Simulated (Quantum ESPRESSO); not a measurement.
# AlSi3 (Pm-3m): from the cell to the phonon bands, part 2 of 3

How does AlSi3 (Pm-3m) vibrate, and is this structure a minimum?

Quantum ESPRESSO 7.5; DFT LDA, scalar-relativistic, plane waves, PseudoDojo norm-conserving pseudopotentials.

So far. Step 2 (A probe with smearing): No gap opens on this mesh, so smearing is kept; the start stands at -3.0 GPa. Step 4 (Ground state): The cell stands at -0.013 GPa, close enough for phonons. The relaxed cell has a = 3.849 Å (conventional setting).

The structure was built from a prototype and need not be the compound's stable phase.

## (5) Linear response on the mesh

Linear response treats each wavevector in the unit cell, with no supercell; the 2×2×2 mesh fixes the range of the force constants to be had.

Contents of ph.in:

```
phonons
&inputph
   prefix = 'x'
   outdir = './tmp'
   fildyn = 'x.dyn'
   tr2_ph = 1.0d-18
   alpha_mix(1) = 0.4
   nmix_ph = 8
   ldisp = .true.
   nq1 = 2
   nq2 = 2
   nq3 = 2
/
```

Launch:

```
OMP_NUM_THREADS=1 mpirun -n 4 ph.x -nk 4 -in ph.in > ph.out
```

Output:

```text
[banners, grids, parts of the stress and lines that vanish by symmetry left out]
[banner, memory and clock lines left out]
Program PHONON v.7.5

     ./tmp/x.save/

     IMPORTANT: XC functional enforced from input :
     Exchange-correlation= PW
                           (   1   4   0   0   0   0   0)
     Any further DFT definition will be discarded
     Please, verify this is what you really want

     G-vector sticks info

     Reading collected, re-writing distributed wavefunctions in ./tmp/

     Dynamical matrices for ( 2, 2, 2)  uniform grid of q-points
     (   4 q-points):
       N         xq(1)         xq(2)         xq(3)
       1   0.000000000   0.000000000   0.000000000
       2   0.000000000   0.000000000  -0.500000000
[...]
Number and degeneracy of irreps per q-point
       N         xq(1)         xq(2)         xq(3)   N irreps
       1   0.000000000   0.000000000   0.000000000       4
[...]
2   0.000000000   0.000000000  -0.500000000       8
        1   1   2   2   1   1   2   2
       3   0.000000000  -0.500000000  -0.500000000       9
        1   1   1   1   2   1   1   2   2
       4  -0.500000000  -0.500000000  -0.500000000       5
        1   2   3   3   3

     Calculation of q =    0.0000000   0.0000000   0.0000000

     phonons

     bravais-lattice index     =            1
     lattice parameter (alat)  =       7.2742  a.u.
     unit-cell volume          =     384.9083 (a.u.)^3
     number of atoms/cell      =            4
     number of atomic types    =            2
     kinetic-energy cut-off    =      32.0000  Ry
     charge density cut-off    =     128.0000  Ry
     convergence threshold     =      1.0E-18
     beta                      =       0.4000
     number of iterations used =            8
     Exchange-correlation= PW
                           (   1   4   0   0   0   0   0)

     celldm(1)=    7.27421  celldm(2)=    0.00000  celldm(3)=    0.00000
     celldm(4)=    0.00000  celldm(5)=    0.00000  celldm(6)=    0.00000

     crystal axes: (cart. coord. in units of alat)
               a(1) = (  1.0000  0.0000  0.0000 )
               a(2) = (  0.0000  1.0000  0.0000 )
               a(3) = (  0.0000  0.0000  1.0000 )

     reciprocal axes: (cart. coord. in units 2 pi/alat)
               b(1) = (  1.0000  0.0000  0.0000 )
               b(2) = (  0.0000  1.0000  0.0000 )
               b(3) = (  0.0000  0.0000  1.0000 )

     Atoms inside the unit cell:

     Cartesian axes

     site n.  atom      mass           positions (alat units)
        1  Al     26.9815   tau(    1) = (    0.00000    0.00000    0.00000  )
        2  Si     28.0850   tau(    2) = (    0.00000    0.50000    0.50000  )
        3  Si     28.0850   tau(    3) = (    0.50000    0.00000    0.50000  )
        4  Si     28.0850   tau(    4) = (    0.50000    0.50000    0.00000  )

     Computing dynamical matrix for
                    q = (   0.0000000   0.0000000   0.0000000 )

     49 Sym.Ops. (with q -> -q+G )

     G cutoff =  171.5622  (   9435 G-vectors)     FFT grid: ( 27, 27, 27)

     number of k points=    35  Marzari-Vanderbilt smearing, width (Ry)=  0.0200

     PseudoPot. # 1 for Al read from file:
     ./pseudo/Al.upf
     Pseudo is Norm-conserving + core correction, Zval =  3.0

     PseudoPot. # 2 for Si read from file:
     ./pseudo/Si.upf
     Pseudo is Norm-conserving + core correction, Zval =  4.0

     Mode symmetry, O_h (m-3m)  point group:

     Atomic displacements:
     There are    4 irreducible representations

     Representation     1      3 modes -  To be done

     Representation     2      3 modes -  To be done

[...]
Alpha used in Ewald sum =   1.3000

     Representation #   1 modes #   1   2   3

     Self-consistent Calculation
      iter #   1   av.it.:   5.0
      thresh= 1.000E-02 alpha_mix =  0.400 |ddv_scf|^2 =  5.434E-07
      iter #   2   av.it.:   9.4
      thresh= 7.372E-05 alpha_mix =  0.400 |ddv_scf|^2 =  1.644E-09
[...]
End of self-consistent calculation

     Convergence has been achieved

     Representation #   2 modes #   4   5   6

     Self-consistent Calculation
[...]
End of self-consistent calculation

     Convergence has been achieved

[...]
Convergence has been achieved

[...]
Convergence has been achieved

     Number of q in the star =    1
     List of q in the star:
[...]
Diagonalizing the dynamical matrix

     q = (    0.000000000   0.000000000   0.000000000 )

 **************************************************************************
     freq (    1) =      -1.464660 [THz] =     -48.855798 [cm-1]
     freq (    2) =      -1.464660 [THz] =     -48.855798 [cm-1]
     freq (    3) =      -1.464660 [THz] =     -48.855798 [cm-1]
     freq (    4) =      -0.019672 [THz] =      -0.656177 [cm-1]
     freq (    5) =      -0.019672 [THz] =      -0.656177 [cm-1]
     freq (    6) =      -0.019672 [THz] =      -0.656177 [cm-1]
     freq (    7) =       2.445583 [THz] =      81.575854 [cm-1]
     freq (    8) =       2.445583 [THz] =      81.575854 [cm-1]
     freq (    9) =       2.445583 [THz] =      81.575854 [cm-1]
     freq (   10) =       9.032583 [THz] =     301.294537 [cm-1]
     freq (   11) =       9.032583 [THz] =     301.294537 [cm-1]
     freq (   12) =       9.032583 [THz] =     301.294537 [cm-1]
 **************************************************************************

     Mode symmetry, O_h (m-3m)  point group:

     freq (   1-   3) =        -48.9  [cm-1]   --> T_1u G_15  G_4- I
     freq (   4-   6) =         -0.7  [cm-1]   --> T_1u G_15  G_4- I
     freq (   7-   9) =         81.6  [cm-1]   --> T_2u G_25  G_5-
     freq (  10-  12) =        301.3  [cm-1]   --> T_1u G_15  G_4- I

     Calculation of q =    0.0000000   0.0000000  -0.5000000
     [... set-up and bands at k+q left out ...]

     Mode symmetry, D_4h(4/mmm) point group:

     Atomic displacements:
     There are    8 irreducible representations

[...]
Message from routine init_vloc:
     Interpolation table for Vloc re-allocated

     Alpha used in Ewald sum =   1.3000

     Representation #   1 mode #   1

[...]
[... iterations left out ...]
[...]
Convergence has been achieved

     Representation #   2 mode #   2

[...]
[... iterations left out ...]
[...]
Convergence has been achieved

     Representation #   3 modes #   3   4

[...]
Convergence has been achieved

     Representation #   4 modes #   5   6

[...]
Convergence has been achieved

[...]
Convergence has been achieved

[...]
Convergence has been achieved

[...]
Convergence has been achieved

[...]
Convergence has been achieved

     Number of q in the star =    3
     List of q in the star:
[...]
Diagonalizing the dynamical matrix

     q = (    0.000000000   0.000000000  -0.500000000 )

[...]
freq (    1) =       2.190108 [THz] =      73.054137 [cm-1]
     freq (    2) =       2.190108 [THz] =      73.054137 [cm-1]
     freq (    3) =       2.811947 [THz] =      93.796454 [cm-1]
     freq (    4) =       2.811947 [THz] =      93.796454 [cm-1]
     freq (    5) =       4.267629 [THz] =     142.352796 [cm-1]
     freq (    6) =       5.496775 [THz] =     183.352662 [cm-1]
     freq (    7) =       6.093894 [THz] =     203.270420 [cm-1]
     freq (    8) =       6.093894 [THz] =     203.270420 [cm-1]
     freq (    9) =       6.451525 [THz] =     215.199695 [cm-1]
     freq (   10) =       7.228903 [THz] =     241.130261 [cm-1]
     freq (   11) =       7.815242 [THz] =     260.688415 [cm-1]
     freq (   12) =       7.815242 [THz] =     260.688415 [cm-1]
[...]
Mode symmetry, D_4h(4/mmm) point group:

     freq (   1-   2) =         73.1  [cm-1]   --> E_g  X_5  M_5
     freq (   3-   4) =         93.8  [cm-1]   --> E_u  X_5' M_5'
     freq (   5-   5) =        142.4  [cm-1]   --> A_2u X_4' M_4'
     freq (   6-   6) =        183.4  [cm-1]   --> B_1g X_2  M_2
     freq (   7-   8) =        203.3  [cm-1]   --> E_g  X_5  M_5
     freq (   9-   9) =        215.2  [cm-1]   --> A_1g X_1  M_1
     freq (  10-  10) =        241.1  [cm-1]   --> A_2u X_4' M_4'
     freq (  11-  12) =        260.7  [cm-1]   --> E_u  X_5' M_5'

     Calculation of q =    0.0000000  -0.5000000  -0.5000000
     [... set-up and bands at k+q left out ...]

     Mode symmetry, D_4h(4/mmm) point group:

     Atomic displacements:
     There are    9 irreducible representations

[...]
Alpha used in Ewald sum =   1.3000

[...]
Convergence has been achieved

[...]
Convergence has been achieved

[...]
Convergence has been achieved

[...]
Convergence has been achieved

[...]
Convergence has been achieved

[...]
Convergence has been achieved

     Representation #   7 mode #   8

[...]
Convergence has been achieved

[...]
Convergence has been achieved

     Representation #   9 modes #  11  12

[...]
Convergence has been achieved

     Number of q in the star =    3
     List of q in the star:
[...]
3  -0.500000000   0.000000000  -0.500000000

     Diagonalizing the dynamical matrix

     q = (    0.000000000  -0.500000000  -0.500000000 )

[...]
freq (    1) =       0.663851 [THz] =      22.143688 [cm-1]
     freq (    2) =       2.728989 [THz] =      91.029262 [cm-1]
     freq (    3) =       2.728989 [THz] =      91.029262 [cm-1]
     freq (    4) =       4.409148 [THz] =     147.073358 [cm-1]
     freq (    5) =       4.569237 [THz] =     152.413344 [cm-1]
     freq (    6) =       5.120372 [THz] =     170.797217 [cm-1]
     freq (    7) =       5.637602 [THz] =     188.050163 [cm-1]
     freq (    8) =       5.637602 [THz] =     188.050163 [cm-1]
     freq (    9) =       6.212875 [THz] =     207.239195 [cm-1]
     freq (   10) =       6.394057 [THz] =     213.282776 [cm-1]
     freq (   11) =       7.980940 [THz] =     266.215496 [cm-1]
     freq (   12) =       7.980940 [THz] =     266.215496 [cm-1]
[...]
Mode symmetry, D_4h(4/mmm) point group:

     freq (   1-   1) =         22.1  [cm-1]   --> A_2g X_4  M_4
     freq (   2-   3) =         91.0  [cm-1]   --> E_u  X_5' M_5'
     freq (   4-   4) =        147.1  [cm-1]   --> B_1g X_2  M_2
     freq (   5-   5) =        152.4  [cm-1]   --> B_1u X_2' M_2'
     freq (   6-   6) =        170.8  [cm-1]   --> B_2g X_3  M_3
     freq (   7-   8) =        188.1  [cm-1]   --> E_g  X_5  M_5
     freq (   9-   9) =        207.2  [cm-1]   --> A_1g X_1  M_1
     freq (  10-  10) =        213.3  [cm-1]   --> A_2u X_4' M_4'
     freq (  11-  12) =        266.2  [cm-1]   --> E_u  X_5' M_5'

     Calculation of q =   -0.5000000  -0.5000000  -0.5000000
     [... set-up and bands at k+q left out ...]

     Mode symmetry, O_h (m-3m)  point group:

     Atomic displacements:
     There are    5 irreducible representations

[...]
Representation     4      3 modes -  To be done

     Representation     5      3 modes -  To be done

     Alpha used in Ewald sum =   1.3000

     Representation #   1 mode #   1

[...]
Convergence has been achieved

     Representation #   2 modes #   2   3

[...]
Convergence has been achieved

[...]
Convergence has been achieved

     Representation #   4 modes #   7   8   9

     Self-consistent Calculation

[...]
[... iterations left out ...]
[...]
End of self-consistent calculation

     Convergence has been achieved

     Representation #   5 modes #  10  11  12

     Self-consistent Calculation

      iter #   1   av.it.:   3.9
      thresh= 1.000E-02 alpha_mix =  0.400 |ddv_scf|^2 =  2.382E-09

      [... iterations left out ...]
      iter #   8   av.it.:   9.4
      thresh= 1.545E-10 alpha_mix =  0.400 |ddv_scf|^2 =  4.090E-22

     End of self-consistent calculation

     Convergence has been achieved

     Number of q in the star =    1
     List of q in the star:
          1  -0.500000000  -0.500000000  -0.500000000

     Diagonalizing the dynamical matrix

     q = (   -0.500000000  -0.500000000  -0.500000000 )

 **************************************************************************
     freq (    1) =      -2.588022 [THz] =     -86.327117 [cm-1]
     freq (    2) =      -2.588022 [THz] =     -86.327117 [cm-1]
     freq (    3) =      -2.588022 [THz] =     -86.327117 [cm-1]
     freq (    4) =      -2.136216 [THz] =     -71.256499 [cm-1]
     freq (    5) =      -2.136216 [THz] =     -71.256499 [cm-1]
     freq (    6) =       3.392932 [THz] =     113.176034 [cm-1]
     freq (    7) =       3.392932 [THz] =     113.176034 [cm-1]
     freq (    8) =       3.392932 [THz] =     113.176034 [cm-1]
     freq (    9) =       8.167990 [THz] =     272.454816 [cm-1]
     freq (   10) =       9.695895 [THz] =     323.420257 [cm-1]
     freq (   11) =       9.695895 [THz] =     323.420257 [cm-1]
     freq (   12) =       9.695895 [THz] =     323.420257 [cm-1]
 **************************************************************************

     Mode symmetry, O_h (m-3m)  point group:

     freq (   1-   3) =        -86.3  [cm-1]   --> T_1u G_15  G_4-
     freq (   4-   5) =        -71.3  [cm-1]   --> E_u  G_12' G_3-
     freq (   6-   8) =        113.2  [cm-1]   --> T_2u G_25  G_5-
     freq (   9-   9) =        272.5  [cm-1]   --> A_2u G_2'  G_2-
     freq (  10-  12) =        323.4  [cm-1]   --> T_1u G_15  G_4-


[key lines of the parts left out:]
the Fermi energy is    10.4399 ev
```

Elapsed: 5.3 min, on 4 MPI ranks of Arm Neoverse V1, shared host; 21 min of CPU time.

Read from the output:

| Property | Result |
| --- | --- |
| largest acoustic frequency at the zone centre before the sum rule | -0.66 cm⁻¹ |
| highest optical zone-centre mode (no LO-TO term) | 301.3 cm⁻¹ |
| lowest optical zone-centre mode | -48.86 cm⁻¹ |
| lowest mode on the q mesh (acoustic ones at the zone centre apart) | -86.33 cm⁻¹ |

Frequencies (cm⁻¹) at each irreducible wavevector; negative means imaginary. Frequencies by wavevector:

```
 q (fractions)  star  mode 1  mode 2  mode 3  mode 4  mode 10  mode 11  mode 12
         0 0 0     1  -48.86  -48.86  -48.86   -0.66    301.3    301.3    301.3
      0 0 -0.5     3   73.05   73.05    93.8    93.8    241.1    260.7    260.7
   0 -0.5 -0.5     3   22.14   91.03   91.03   147.1    213.3    266.2    266.2
-0.5 -0.5 -0.5     1  -86.33  -86.33  -86.33  -71.26    323.4    323.4    323.4
```

The acoustic modes at Γ come out as far as 0.7 cm⁻¹ from zero, where they should vanish, a small numerical error. The lowest optical mode is imaginary, 49i cm⁻¹, an instability at this level and on this k mesh.

## (6) Fourier transform to real space

The dynamical matrices of the mesh are Fourier-transformed to force constants in real space.

Contents of q2r.in:

```
&input
   fildyn = 'x.dyn'
   zasr = 'simple'
   flfrc = 'x.fc'
/
```

Launch:

```
q2r.x < q2r.in > q2r.out
```

Output:

```text
[banners, grids, parts of the stress and lines that vanish by symmetry left out]
[banner, memory and clock lines left out]
Program Q2R v.7.5

  reading grid info from file x.dyn0

  reading force constants from file x.dyn1
  Dielectric Tensor not found
  nqs=            1
 q=   0.00000000  0.00000000  0.00000000
  reading force constants from file x.dyn2
  nqs=            3
 q=   0.00000000  0.00000000 -0.50000000
[...]
reading force constants from file x.dyn3
  nqs=            3
[...]
q=  -0.50000000  0.00000000 -0.50000000
  reading force constants from file x.dyn4
  nqs=            1
 q=  -0.50000000 -0.50000000 -0.50000000

      q-space grid ok, #points =    8

      fft-check success (sum of imaginary terms < 10^-12)
```

Run time: 0.46 s. Hardware: 1 thread.

(Continued in part 3 of 3.)

[Host names and launcher messages were left out of these logs when they were recorded.]

[Logs are printed without paths, hosts, clocks, repeated set-up lines and the standing remarks that a program may print on its own settings, such as how far it seeks lower states.]

[Hosts, paths, dates, database ids (printed as entryN), source tags and the programs' standing remarks are cut or masked in the printed files.]
